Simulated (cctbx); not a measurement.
# CoRhPb across an absorption edge

Space group P4/nmm (no. 129, origin choice 1), a = 3.9960 Å, b = 3.9960 Å, c = 6.8360 Å, α = 90.00°, β = 90.00°, γ = 90.00°.

| atom | mult. | x | y | z | Ueq (Å²) |
| --- | --- | --- | --- | --- | --- |
| Pb1 | 2 | 0 | 1/2 | 0.7501 | 0.0167 |
| Rh1 | 2 | 0 | 0 | 0 | 0.0167 |
| Co1 | 2 | 0 | 1/2 | 0.3529 | 0.0211 |

This is a model crystal, built by substitution and not relaxed, with assumed displacement parameters.

Calculated with cctbx: free-atom f′ and f″ from the Sasaki tables, no fine structure; amplitudes in electrons.

| E (eV) | F 0 0 3 | F 0 0 1 | F 1 1 1 | F 1 1 2 |
| --- | --- | --- | --- | --- |
| 12435 | 99.9 | 53.8 | 93.0 | 181.7 |
| 12785 | 99.8 | 53.7 | 92.9 | 178.5 |
| 12915 | 99.8 | 53.6 | 92.9 | 175.9 |
| 12975 | 99.8 | 53.6 | 92.9 | 173.4 |
| 13005 | 99.8 | 53.6 | 92.9 | 170.9 |
| 13020 | 99.8 | 53.6 | 92.9 | 168.5 |
| 13027 | 99.8 | 53.6 | 92.9 | 166.4 |
| 13031 | 99.8 | 53.6 | 92.9 | 164.2 |
| 13039 | 99.8 | 53.6 | 92.9 | 163.5 |
| 13043 | 99.8 | 53.6 | 92.9 | 166.6 |
| 13050 | 99.8 | 53.6 | 92.9 | 169.2 |
| 13065 | 99.8 | 53.6 | 92.9 | 171.9 |
| 13095 | 99.8 | 53.6 | 92.9 | 174.5 |
| 13185 | 99.7 | 53.6 | 92.8 | 177.8 |
| 13435 | 99.7 | 53.5 | 92.8 | 181.2 |

**Question.** Which edge is crossed, and why do the reflections move as they do?

The L3 edge of Pb. The edge is at 13035 eV. f′ of Pb falls from -12.2 e at 12915 eV to -18.4 e at 4 eV below it, and f″ steps from 3.94 to 10.12 e across it. Over that approach |F| changes by +0 % (0 0 3), +0 % (0 0 1), +0 % (1 1 1) and -7 % (1 1 2): a reflection falls where Pb scatters in phase with the total and rises where it scatters against it; it hardly moves where the Pb term is small or cancels by symmetry. Above the edge the larger f″ enters the imaginary part, where it can add to or cancel the other atoms' f″. The structure is centrosymmetric, so Friedel mates stay equal.
